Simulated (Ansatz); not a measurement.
## LiBe (Pm-3m): a soft mode frozen in

Which phase does LiBe (Pm-3m) fall into along its unstable mode, and how much energy does it gain?

Program: Ansatz 0.2.0. Level of theory: DFT PBEsol, scalar-relativistic, plane waves, PAW; PAW set soft_1. Results are calculated unless marked as measured.

## Step 1: The structure

It takes space group Pm-3m (No. 221, cubic). Conventional cell: a = 2.802 Å, b = 2.802 Å, c = 2.802 Å, α = 90.00°, β = 90.00°, γ = 90.00°. Nearest to Li lie 8 Be at 2.43 Å. Be has 8 Li at 2.43 Å nearest. Farther neighbours are not listed.

## Step 2: The dispersion

The cell comes from relaxations at this level that are not shown. Stability and thermal properties need the whole zone. Linear response on a 4×4×4 q mesh gives force constants as far as a supercell of that size would.

File input.yaml:

```yaml
crystal:
  lattice:
    - [2.8019923598, 0.0, 0.0]
    - [0.0, 2.8019923598, 0.0]
    - [0.0, 0.0, 2.8019923598]
  atoms:
    - { symbol: Li, position: [0.0, 0.0, 0.0] }
    - { symbol: Be, position: [0.5, 0.5, 0.5] }
kpoints:
  mp_grid: { grid: [16, 16, 16] }
hamiltonian:
  xc: pbesol
  pseudopotentials: { kind: paw, azcp: { folder: soft_1 }, xc_functional: pbe }
scf:
  occupations: { method: methfessel_paxton, width: 0.2 }
output:
  eigenvalues: true
phonons:
  method: dfpt
  qmesh: [4, 4, 4]
  temperatures: { t_max: 1000, t_step: 50 }
  qpath:
    path:
      - [[0.0, 0.0, 0.0], [0.0, 0.5, 0.0], [0.5, 0.5, 0.0], [0.0, 0.0, 0.0], [0.5, 0.5, 0.5], [0.0, 0.5, 0.0]]
      - [[0.5, 0.5, 0.5], [0.5, 0.5, 0.0]]
    npoints: 10
```

Command:

```
> ansatz run input.yaml --threads 4 --pin off --max-ram 10240MiB --backend cpu --events-out ev --progress --plain --runs-dir out
```

Numbers of over 12 decimals in the logs are rounded to 6 here.

The log of the run:

```text
Engine: ansatz 0.2.0, aarch64-unknown-linux-gnu
Pseudopotentials: kind: paw
Pseudopotential: Li, paw, valence charge 3, recommended cutoff 420 eV (normal), soft_1/Li.paw.azcp
Pseudopotential: Be, paw, valence charge 2, recommended cutoff 420 eV (normal), soft_1/Be.paw.azcp
Functional definition: PBEsol
  exchange = pbesol_x
  correlation = pbesol_c
Crystal: 2 atoms, lattice volume = 21.999 Å³
Basis set: ecut = 420 eV, 437 PW (Γ), exchange–correlation on 40×40×40 points (8 copies of the dense FFT grid, shifted against one another)
Bands: 7, of which v1, the nominal top of the filled ones, is band 3 counted from 1 (2 counted from 0)
Symmetry: 48 space group operations
k-points: 165 of 4096
Non-local potential: Li, projectors of the file, l = 0: 3, l = 1: 2, l = 2: 1
Non-local potential: Be, projectors of the file, l = 0: 2, l = 1: 2, l = 2: 1
PAW form: soft (Blöchl's): semilocal exchange-correlation on the pseudo side does not see the compensation charge
PAW frozen core: Be, regenerated for the run's functional, and the local potential with it (the file was generated under x = pbe(κ = 0.804, μ = 0.219515), c = pbe(β = 0.066725))
PAW one-centre angular grid: Li, 110 points (default); XC on 64 Gauss nodes
PAW one-centre angular grid: Be, 110 points (default); XC on 64 Gauss nodes
Initial density: superposition of atomic densities (chi_scale 0.1, normalization cell, long waves kept (reshape's long-wave potential 0.00 eV rms))
Initial wavefunctions: pseudopotential atomic-orbital guess
Functional: x = pbesol(κ = 0.804, μ = 0.123457), c = pbesol(β = 0.046)
SCF iter   1: F=—  HF=-292.635010 eV  |F-HF|=—  |Δ(HF+E_count)|=         —  Δρ=9.03e-3  dr2=1.70e-2  ethr=3.10e-3  ⟨swp⟩=5.3  Hψ=8856  notcnv=0
preconditioner: auto → none  [metal: Δε(μ)=0.104 eV  Ē_g=10.508 eV  σ=0.200 eV  W_gap=0.40  n_scr=0 (ndim 8)  ℏωp=13.7 eV  f_vac=0.000  D(μ)=0.32/eV (n_scr^D=0)]
SCF iter   2: F=—  HF=-292.608095 eV  |F-HF|=—  |Δ(HF+E_count)|=   2.69e-2  S|Δr|=    0.00e0  Δρ=4.13e-3  dr2=2.70e-3  ethr=3.39e-4  ⟨swp⟩=1.0  Hψ=2475  notcnv=0  defer=1
SCF iter   3: F=—  HF=-292.610431 eV  |F-HF|=—  |Δ(HF+E_count)|=   2.34e-3  S|Δr|=    0.00e0  Δρ=3.27e-4  dr2=1.30e-5  ethr=5.41e-5  ⟨swp⟩=2.0  Hψ=1507  notcnv=0  defer=2
SCF iter   4: F=—  HF=-292.610448 eV  |F-HF|=—  |Δ(HF+E_count)|=   1.70e-5  S|Δr|=    0.00e0  Δρ=2.71e-5  dr2=5.60e-8  ethr=2.60e-7  ⟨swp⟩=2.0  Hψ=1344  notcnv=0  defer=2
SCF iter   5: F=—  HF=-292.610448 eV  |F-HF|=—  |Δ(HF+E_count)|=   3.79e-7  S|Δr|=    0.00e0  Δρ=2.49e-6  dr2=5.39e-10  ethr=1.12e-9  ⟨swp⟩=2.7  Hψ=1479  notcnv=0  defer=2
SCF iter   6: F=-292.610448 eV  HF=-292.610448 eV  |F-HF|=1.19e-12  |Δ(HF+E_count)|=  9.32e-11  S|Δr|=    0.00e0  Δρ=1.18e-7  dr2=3.64e-12  ethr=1.00e-12  ⟨swp⟩=5.9  Hψ=3783  notcnv=0
the search or the solves at the SCF's close seem to have found levels that the self-consistency loop had missed (the run counts 1). By its estimate they hold under 1e-12 electrons; where the run keeps them, the occupations were computed again with them
SCF 1 converged in 6 iterations: F = -292.610448 eV  dr2 = 3.64e-12
  greatest PAW one-centre occupation: 1.000 electrons in one spin orbital (limit 2), on the Li atom at site 0 (counted from 0), in its partial waves of l = 0
phonons: the bands overlap, so this run is a metal and interpolates without the dipole-dipole term. If the crystal is really an insulator or semiconductor, its LO-TO splitting is missing
NSCF: frozen V_eff on 165 k-points
NSCF: frozen V_eff on 405 k-points
DFPT response loops at q = (0, 0, 0) (fractional): preconditioner auto → Kerker (q_TF=auto, 2.131 Å⁻¹) (partly filled bands, converged f_vac=0.000); β = 1.00, the filter's whole step (`scf.mixing.beta` (0.50) is not read by the response loops under this deck's `scf.mixing.preconditioner`; to damp them name `kerker` or `kerker_dos`, under which they read `scf.mixing.beta`, and type it under 1.00, their step now; both keys bind the ground state too); Broyden in place of MSR1
NSCF: frozen V_eff on 2592 k-points
DFPT response loops at q = (0, 0, 0.25) (fractional): mixed as the last ones told, above
NSCF: frozen V_eff on 1458 k-points
DFPT response loops at q = (0, 0, -0.5) (fractional): mixed as the last ones told, above
NSCF: frozen V_eff on 4608 k-points
DFPT response loops at q = (0, 0.25, 0.25) (fractional): mixed as the last ones told, above
NSCF: frozen V_eff on 2592 k-points
DFPT response loops at q = (0, 0.25, -0.5) (fractional): mixed as the last ones told, above
NSCF: frozen V_eff on 1458 k-points
DFPT response loops at q = (0, -0.5, -0.5) (fractional): mixed as the last ones told, above
NSCF: frozen V_eff on 4352 k-points
DFPT response loops at q = (0.25, 0.25, 0.25) (fractional): mixed as the last ones told, above
NSCF: frozen V_eff on 4608 k-points
DFPT response loops at q = (0.25, 0.25, -0.5) (fractional): mixed as the last ones told, above
NSCF: frozen V_eff on 2592 k-points
DFPT response loops at q = (0.25, -0.5, -0.5) (fractional): mixed as the last ones told, above
NSCF: frozen V_eff on 810 k-points
DFPT response loops at q = (-0.5, -0.5, -0.5) (fractional): mixed as the last ones told, above
SCF converged after 6 iterations
Stability not checked: this state was not tested for a lower state beside it, because cold or Methfessel-Paxton smearing, or corrected tetrahedra, fill the levels in a way that the test cannot read (fill_not_monotonic; see scf.lower_state_search)
Free energy (F): -292.610448 eV
Harris-Foulkes:  -292.610448 eV  (|F-HF|=1.19e-12)
Internal energy: -292.612762 eV  (E = F + TS)
E sigma→0 (E₀):  -292.611026 eV
Entropy (-TS):   0.002314 eV (1.157 meV/atom)
Fermi energy:    3.680903 eV
--- Per-component energies (eV) ---
  E_band       = -77.315521
  E_kinetic    = 34.993642
  E_local      = -123.321884  (includes V_loc(G=0)·N_el)
  E_nonlocal   = -14.967083
  E_hartree    = 37.339552
  E_xc         = -27.803688
  E_vxc        = -30.599380  (∫ρ·V_xc dr)
  E_paw        = -79.358805  (= ΣΔE_a)
  E_vpaw       = -18.100159  (= ΣTr[D̂ρ^β])
  E_aug_tail   = 0.000249  (compensation charges beyond the density's cutoff)
  E_ewald      = -119.504276
  E_core_change = 0.009531  (= ΣΔE_core)
  E_smearing   = 0.002314  (= −TS)
  E_closure    = -0.000000  (closes the sum)
  Σ components = -292.610448   (vs F -292.610448, Δ=0.00e0)
--- Band table (eV; the first three rows and the last of 165) ---
  k-point 0: bands = ["-40.3545", "-2.8311", "9.8987", "9.8987", "9.8987", "14.4339", "14.4339"]
  k-point 1: bands = ["-40.3537", "-2.7812", "9.2511", "9.9632", "9.9632", "14.5078", "15.1796"]
  k-point 2: bands = ["-40.3514", "-2.6313", "7.9412", "10.1556", "10.1556", "14.7292", "16.7466"]
  k-point 164: bands = ["-40.2944", "6.1080", "6.1080", "6.1080", "8.6632", "8.6632", "8.6632"]
--- Phonons (Γ-DFPT): 2 representative perturbations + reference (Σ response iterations 6) ---
  ASR residual: 6.996e-6 → 0.000e0 eV/Å²; symmetrization residual: 2.120e-7 eV/Å²
  ASR residual per site (eV/Å²): 7.00e-6 5.98e-7
  Γ frequencies (cm⁻¹): 0.00 0.00 0.00 560.32 560.32 560.32
--- Phonons (arbitrary-q DFPT): 10 irreducible q on the 4×4×4 mesh ---
  q = [0.0000, 0.0000, 0.0000] (star 1, of the zone-centre solve; hermiticity 9.37e-8, symmetrization 6.51e-13): -0.00 -0.00 -0.00 560.32 560.32 560.32
  q = [0.0000, 0.0000, 0.2500] (star 6, 4 solved perturbations in 4032 linear systems a pass and spin channel, the states on 1296 of 4096 k-point pairs; hermiticity 8.95e-8, symmetrization 8.72e-14): 174.48 229.25 229.25 489.35 523.95 523.95
  q = [0.0000, 0.0000, -0.5000] (star 3, 4 solved perturbations in 2268 linear systems a pass and spin channel, the states on 729 of 4096 k-point pairs; hermiticity 5.43e-9, symmetrization 2.70e-9): 159.35 394.64 394.64 431.69 431.69 447.15
  q = [0.0000, 0.2500, 0.2500] (star 12, 4 solved perturbations in 7056 linear systems a pass and spin channel, the states on 2304 of 4096 k-point pairs; hermiticity 6.44e-8, symmetrization 3.57e-15): -19.37 276.88 299.61 438.29 490.88 530.29
  q = [0.0000, 0.2500, -0.5000] (star 12, 6 solved perturbations on 1296 of 4096 k-point pairs; hermiticity 1.72e-8, symmetrization 4.24e-9): -2.68 171.89 406.94 412.02 493.66 519.38
  q = [0.0000, -0.5000, -0.5000] (star 3, 4 solved perturbations in 2268 linear systems a pass and spin channel, the states on 729 of 4096 k-point pairs; hermiticity 2.00e-8, symmetrization 2.73e-12): -91.56 -91.56 408.71 432.78 543.97 543.97
  q = [0.2500, 0.2500, 0.2500] (star 8, 2 solved perturbations on 2176 of 4096 k-point pairs; hermiticity 4.65e-8, symmetrization 1.81e-13): 210.19 210.19 257.17 449.75 508.19 508.19
  q = [0.2500, 0.2500, -0.5000] (star 12, 4 solved perturbations in 7056 linear systems a pass and spin channel, the states on 2304 of 4096 k-point pairs; hermiticity 1.19e-8, symmetrization 2.20e-9): 124.01 226.98 300.96 463.96 478.68 528.98
  q = [0.2500, -0.5000, -0.5000] (star 6, 4 solved perturbations in 4032 linear systems a pass and spin channel, the states on 1296 of 4096 k-point pairs; hermiticity 1.53e-8, symmetrization 6.33e-11): 179.39 179.39 320.79 448.11 527.23 527.23
  q = [-0.5000, -0.5000, -0.5000] (star 1, 2 solved perturbations on 405 of 4096 k-point pairs; hermiticity 1.02e-11, symmetrization 5.11e-12): 285.79 285.79 285.79 503.33 503.33 503.33
  sum rule: each row above includes the acoustic sum rule's correction from the zone centre's row sums; it moved no ω² by more than (0.52 cm⁻¹)²
  mesh force constants: q→R imaginary residual 2.76e-18; ASR residual 6.996e-6 → 0.000e0 eV/Å²; symmetrization residual 4.441e-15 eV/Å²
  interpolated dispersion: 62 rows × 6 modes
  density of states and harmonic sums: on the 24×24×24 q-mesh, interpolated from the force constants of a 4×4×4 supercell (no non-analytic term)
  largest difference from the sums on the solved wave vectors: F 8.22e-2 eV, S 1.13e-4 and C_V 3.12e-5 eV/K
  zero-point energy: 0.130483 eV/cell   skipped modes (ω ≤ 0): 89, of them read as no rigid motion or as one in doubt: 86 (1.610e-1 modes/cell left out, lowest -91.56 cm⁻¹)   left out of the sums: 2.69e-2 of the cell's modes: C_V's classical limit lies that fraction below 3 k_B per atom; for a crystal, a wire or a layer, F and S can be off by more, and a phonons.interpolated_qmesh denser along its periods is the remedy for the sampling
```

Elapsed: 77 s, on 4 threads of Arm Neoverse V1, shared host; peak memory 1 GiB; 4.9 min of CPU time.

This step gave:

| Quantity | Value |
| --- | --- |
| volume per atom | 11.00 Å³ |
| gap on the k-mesh | 0 eV |
| sum-rule residual before enforcement | 7.00e-6 eV/Å² |
| lowest frequency on the path | -91.56 cm⁻¹ |
| point group | m-3m |
| highest frequency on the path or at a solved wavevector | 560.3 cm⁻¹ |
| highest optical mode at the zone centre (no LO-TO term) | 560.3 cm⁻¹ |
| lowest optical zone-centre mode | 560.3 cm⁻¹ |
| lowest mode on the q mesh (acoustic modes at Γ apart) | -91.56 cm⁻¹ |

Frequencies (cm⁻¹) solved at each irreducible wavevector; negative means imaginary. Frequencies by wavevector, by row:

| q in reciprocal lattice units | star | mode 1 | mode 2 | mode 3 | mode 4 | mode 5 | mode 6 |
| --- | --- | --- | --- | --- | --- | --- | --- |
| 0 0 0 | 1 | 0 | 0 | 0 | 560.3 | 560.3 | 560.3 |
| 0 0 0.25 | 6 | 174.5 | 229.2 | 229.2 | 489.4 | 524 | 524 |
| 0 0 -0.5 | 3 | 159.3 | 394.6 | 394.6 | 431.7 | 431.7 | 447.1 |
| 0 0.25 0.25 | 12 | -19.4 | 276.9 | 299.6 | 438.3 | 490.9 | 530.3 |
| 0 0.25 -0.5 | 12 | -2.7 | 171.9 | 406.9 | 412 | 493.7 | 519.4 |
| 0 -0.5 -0.5 | 3 | -91.6 | -91.6 | 408.7 | 432.8 | 544 | 544 |
| 0.25 0.25 0.25 | 8 | 210.2 | 210.2 | 257.2 | 449.8 | 508.2 | 508.2 |
| 0.25 0.25 -0.5 | 12 | 124 | 227 | 301 | 464 | 478.7 | 529 |
| 0.25 -0.5 -0.5 | 6 | 179.4 | 179.4 | 320.8 | 448.1 | 527.2 | 527.2 |
| -0.5 -0.5 -0.5 | 1 | 285.8 | 285.8 | 285.8 | 503.3 | 503.3 | 503.3 |

Interpolated from a 4×4×4 q mesh. The phonon branches at the labelled points (cm⁻¹):

| point | branch 1 | branch 2 | branch 3 | branch 4 | branch 5 | branch 6 |
| --- | --- | --- | --- | --- | --- | --- |
| Γ | 0 | 0 | 0 | 560 | 560 | 560 |
| halfway | 174 | 229 | 229 | 489 | 524 | 524 |
| X | 159 | 395 | 395 | 432 | 432 | 447 |
| halfway | -3 | 172 | 407 | 412 | 494 | 519 |
| M | -92 | -92 | 409 | 433 | 544 | 544 |
| halfway | -19 | 277 | 300 | 438 | 491 | 530 |
| Γ | 0 | 0 | 0 | 560 | 560 | 560 |
| halfway | 210 | 210 | 257 | 450 | 508 | 508 |
| R | 286 | 286 | 286 | 503 | 503 | 503 |
| halfway | 124 | 227 | 301 | 464 | 479 | 529 |
| X | 159 | 395 | 395 | 432 | 432 | 447 |
| jump to R | 286 | 286 | 286 | 503 | 503 | 503 |
| halfway | 179 | 179 | 321 | 448 | 527 | 527 |
| M | -92 | -92 | 409 | 433 | 544 | 544 |

The phonon branches as a text plot (rows in cm⁻¹):

```
    547 |***         *****    *******                         ***
    520 |  ***     ***   ****** *   *****       *******    ***
    492 |   * *   *       *  * *         ***********   *  **
    465 |    **  ***       **            **        **** *   *
    438 |      ***    *****  **      ** *            *****   *  *
    411 |         ********             *                      ***
    384 |      ***        *                            ***    *
    357 |                                             * *
    329 |                  **                        * *     *
    302 |     *              **      ***            *       *
    275 |    *    *          *               *******  *   **
    248 |                     **        *  **    **  *     *
    221 |   *      *       **       *   ****      ***       *
    194 |    **                *       *
    166 |   *  ***              *                  *     *   *
    139 |  *                    *    **                 *
    112 |  *      * *     *        **               *  *
     85 | *        *             *                   **       *
     58 |*                    **** *
     31 |            *           *
      3 |                         *
    -24 |                *   *                                 *
    -51 |           *      **
    -78 |            ******                                     *
         Γ      X      M          Γ            R        X|R     M
```

Symmetry leaves 10 wavevectors to solve. The lowest mode among them, the acoustic zeros apart, lies at q = (0, -0.5, -0.5) and is imaginary, 91.6i cm⁻¹, so the energy falls along it.

## Step 3: The mode frozen in, largest atomic shift 0 Å

The mode followed lies at q = (0, -0.5, -0.5) with frequency 91.6i cm⁻¹ and is 2-fold degenerate, the softest among the wavevectors solved. At small amplitude the distorted cell has space group no. 51 by a symmetry search on the positions. The undistorted cell that holds it gives the zero of energy on the same k mesh.

System of this step: LiBe. The structure is cubic, space group Pm-3m (No. 221). The conventional cell has a = 2.802 Å, b = 2.802 Å, c = 2.802 Å, α = 90.00°, β = 90.00°, γ = 90.00°. Nearest to Li lie 8 Be at 2.43 Å. Nearest to Be lie 8 Li at 2.43 Å. Farther neighbours are not listed.

input.yaml, the sections that differ from step 2:

```yaml
crystal:
  lattice:
    - [-2.8019923598, 0.0, 0.0]
    - [0.0, -2.8019923598, -2.8019923598]
    - [0.0, -2.8019923598, 2.8019923598]
  atoms:
    - { symbol: Li, position: [0.0, 0.5, 0.5] }
    - { symbol: Li, position: [0.0, 1.0, 1.0] }
    - { symbol: Be, position: [0.5, 0.0, 0.5] }
    - { symbol: Be, position: [0.5, 0.5, 0.0] }
kpoints:
  mp_grid: { grid: [16, 10, 10] }
output:
  forces: true
  stress: true
  eigenvalues: true
# hamiltonian, scf: as in step 2
# phonons: removed
```

The log of the run:

```text
[...]
Crystal: 4 atoms, lattice volume = 43.998 Å³
Basis set: ecut = 420 eV, 865 PW (Γ), exchange–correlation on 40×54×54 points (8 copies of the dense FFT grid, shifted against one another)
Bands: 9, of which v1, the nominal top of the filled ones, is band 5 counted from 1 (4 counted from 0)
Symmetry: 32 space group operations
[...]
k-points: 189 of 1600
[...]
Internal energy: -585.209773 eV  (E = F + TS)
E sigma→0 (E₀):  -585.210866 eV
Entropy (-TS):   -0.001458 eV (-0.365 meV/atom)
Fermi energy:    3.651393 eV
[...]
--- Stress (GPa, compression-positive) ---
       -0.247294       0.000000      -0.000000
        0.000000       0.238586       0.000000
       -0.000000      -0.000000       0.238586
  P = ⅓ Tr σ = 0.0766 GPa (0.766 kbar)
--- Band table (eV; the first three rows and the last of 189) ---
[...]
[key lines of the parts left out:]
SCF converged after 6 iterations
Free energy (F): -585.211231 eV
```

Run time: 1.6 s. Hardware: 4 threads; peak memory 0.36 GiB.

This step gave:

```
pressure                         : 0.07663 GPa
energy from the undistorted cell : 0 meV/atom
```

The run ends at a pressure of 0.08 GPa.

## Step 4: The mode frozen in, largest atomic shift 0.32 Å

The atoms are moved along the unstable eigenvector, the largest shift by 0.32 Å, with the cell fixed.

input.yaml, the sections that differ from step 3:

```yaml
crystal:
  lattice:
    - [-2.8019923598, 0.0, 0.0]
    - [0.0, -2.8019923598, -2.8019923598]
    - [0.0, -2.8019923598, 2.8019923598]
  atoms:
    - { symbol: Li, position: [0.0, 0.4509718221, 0.5] }
    - { symbol: Li, position: [0.0, 1.0490281779, 1.0] }
    - { symbol: Be, position: [0.5, -0.080754742, 0.5] }
    - { symbol: Be, position: [0.5, 0.580754742, 0.0] }
output:
  forces: true
  stress: true
  eigenvalues: true
  write_density: true
  write_potential: true
  elf: true
  volumetric_format: npy
# kpoints, hamiltonian, scf: as in step 3
```

The log of the run:

```text
[...]
Crystal: 4 atoms, lattice volume = 43.998 Å³
Basis set: ecut = 420 eV, 865 PW (Γ), exchange–correlation on 40×54×54 points (8 copies of the dense FFT grid, shifted against one another)
Bands: 9, of which v1, the nominal top of the filled ones, is band 5 counted from 1 (4 counted from 0)
Symmetry: 8 space group operations
[...]
k-points: 324 of 1600
[...]
atom   3  Be     0.00000000    -0.04793017    -0.04793017
  atom   4  Be     0.00000000     0.04793017     0.04793017
  max |Σ_I F_I| component: 0.00e0 eV/Å
--- Stress (GPa, compression-positive) ---
       -1.439514       0.000000       0.000000
        0.000000       2.743630       2.171081
       -0.000000       2.171081       2.743630
  P = ⅓ Tr σ = 1.3492 GPa (13.492 kbar)
--- Band table (eV; the first three rows and the last of 324) ---
[...]
[key lines of the parts left out:]
SCF converged after 6 iterations
Free energy (F): -585.226704 eV
Fermi energy:    3.699095 eV
```

The job ended after 2.9 s (4 threads; peak memory 0.42 GiB).

This step gave:

| Item | Value |
| --- | --- |
| pressure | 1.349 GPa |
| energy from the undistorted cell | -3.925 meV/atom |

The energy, extrapolated to zero smearing, is -3.92 meV/atom against the undistorted cell.

The run ends at a pressure of 1.35 GPa, with forces up to 0.068 eV/Å.

## Step 5: Energy along the mode, all amplitudes (two of the runs are shown above)

An imaginary frequency means negative curvature, so the energy should fall and then rise again as anharmonic terms take over.

This step gave:

```
depth at the lowest point sampled  : 3.925 meV/atom
largest atomic shift at that point : 0.32 Å
```

Table of energy from the parent by largest atomic shift:

| largest atomic shift (Å) | energy from the parent (meV/atom) |
| --- | --- |
| 0.000 | 0 |
| 0.040 | -0.192 |
| 0.080 | -0.754 |
| 0.140 | -2.10 |
| 0.220 | -3.88 |
| 0.320 | -3.92 |
| 0.450 | 5.33 |

Displacement at unit largest shift by atom:

| atom | x (Å) | y (Å) | z (Å) | size |
| --- | --- | --- | --- | --- |
| Li1 | 0.000 | 0.429 | 0.429 | 0.607 |
| Li2 | 0.000 | -0.429 | -0.429 | 0.607 |
| Be3 | 0.000 | 0.707 | 0.707 | 1.000 |
| Be4 | 0.000 | -0.707 | -0.707 | 1.000 |

The lowest of the steps tried is at 0.32 Å, 3.92 meV/atom below the parent; the bottom of the well need not coincide with a step.

(Continued in part 2 of 2.)

[Logs are printed without paths, hosts, clocks, repeated set-up lines and the standing remarks that a program may print on its own settings, such as how far it seeks lower states.]

[Hosts, paths, dates, database ids (printed as entryN), source tags and the programs' standing remarks are cut or masked in the printed files.]
